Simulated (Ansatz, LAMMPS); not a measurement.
# Static equation of state of glassy 63SiO2-14B2O3-11Na2O-11CaO (mol %) (111 atoms)

Density of this cell: 2.41 g/cm³. The cell holds 111 atoms: 22 Si, 10 B, 8 Na, 4 Ca and 67 O. Cell: a = 11.153 Å, b = 11.267 Å, c = 11.759 Å, α = 87.2°, β = 93.0°, γ = 91.0°. The starting structure: 111 atoms (22 Si, 10 B, 8 Na, 4 Ca, 67 O) placed at random at 2.33 g/cm³, melted at 3000 K for 20 ps at fixed volume with the Buckingham and Coulomb pair potential of Guillot and Sator (Geochim. Cosmochim. Acta 71, 1249 (2007)) with the boron terms of Wang et al. (J. Non-Cryst. Solids 498, 294 (2018)). Quenched from 3000 K to 300 K at 30 K/ps and fixed volume, held 10 ps at zero pressure.

Calculated with Ansatz 0.2.0: Kohn-Sham DFT, PBE, PAW (set soft_2), plane waves; cutoff 420 eV, Γ point, gaussian smearing of 0.025 eV. Cell and atoms were relaxed first, to V0 = 13.276 Å³ an atom at a residual P0 = 0.004 GPa. The cell was then scaled evenly, and the atoms were relaxed at each volume.

| volume (Å³/atom) | pressure (GPa) |
| --- | --- |
| 11.948 | ? |
| 12.479 | 2.430 |
| 12.878 | 0.8685 |
| 13.674 | -1.011 |
| 14.073 | -1.950 |

Task: Fit the third-order Birch–Murnaghan equation to the rows given and extrapolate to the withheld row.

**Working.**

Take the Eulerian strain f = ½[(V0/V)^(2/3) − 1] and the normalised pressure F = (P − P0) / [3f(1 + 2f)^(5/2)]. The third-order Birch–Murnaghan equation is then the line F = B0 + (3/2)B0(B′ − 4) f, so u = f and v = F.

```
      u = f  v = F (GPa)
  0.0210565      34.6502
  0.0102569      26.7104
-0.00975668      36.4154
 -0.0190508      37.6805
```

With n = 4: mean u = 6.2648e-4, mean v = 33.8641, Σ(u − ū)² = 0.0010051, Σ(u − ū)(v − v̄) = -0.15442. Slope b = -0.15442 / 0.0010051 = -153.63; intercept a = v̄ − b ū = 33.960.

So B0 = a = 34.0 GPa and B′ = 4 + 2b/(3a) = 0.984. At the withheld volume f = 0.03638, F = a + b f = 28.37 GPa, and P = P0 + 3f(1 + 2f)^(5/2) F.

Prediction at 11.948: 3.695 GPa. The run gave 4.546 GPa, so the fit is low by 0.85 GPa (19 % of the value).

The series isn't one smooth equation of state: even a line fitted to all rows, the withheld one included, misses F by up to 27.0 %, the count of bonds changes along the series and an atom moves over 0.5 Å in some relaxation. B0 and B′ are then only the numbers of this fit, not moduli of the material. Among the rows given, the largest miss of the fit is at 12.479, by 0.27 GPa (4.2 % of the range of the table).

Limits: Static cells at zero temperature; the cell shape is held. The program notes that the SCF threshold of these relaxations is loose for the stress. The quench rate of 30 K/ps is many orders above laboratory rates, so the cell is likely richer in defects and strain than a real sample. The network of bonds at the start is that of the classical potential that made the cell, and needn't be the one that DFT or experiment would give. Only the Γ point is sampled, in a cell whose shortest periodic width is 11 Å.

[Logs are printed without paths, hosts, clocks, repeated set-up lines and the standing remarks that a program may print on its own settings, such as how far it seeks lower states.]

[Hosts, paths, dates, database ids (printed as entryN), source tags and the programs' standing remarks are cut or masked in the printed files.]
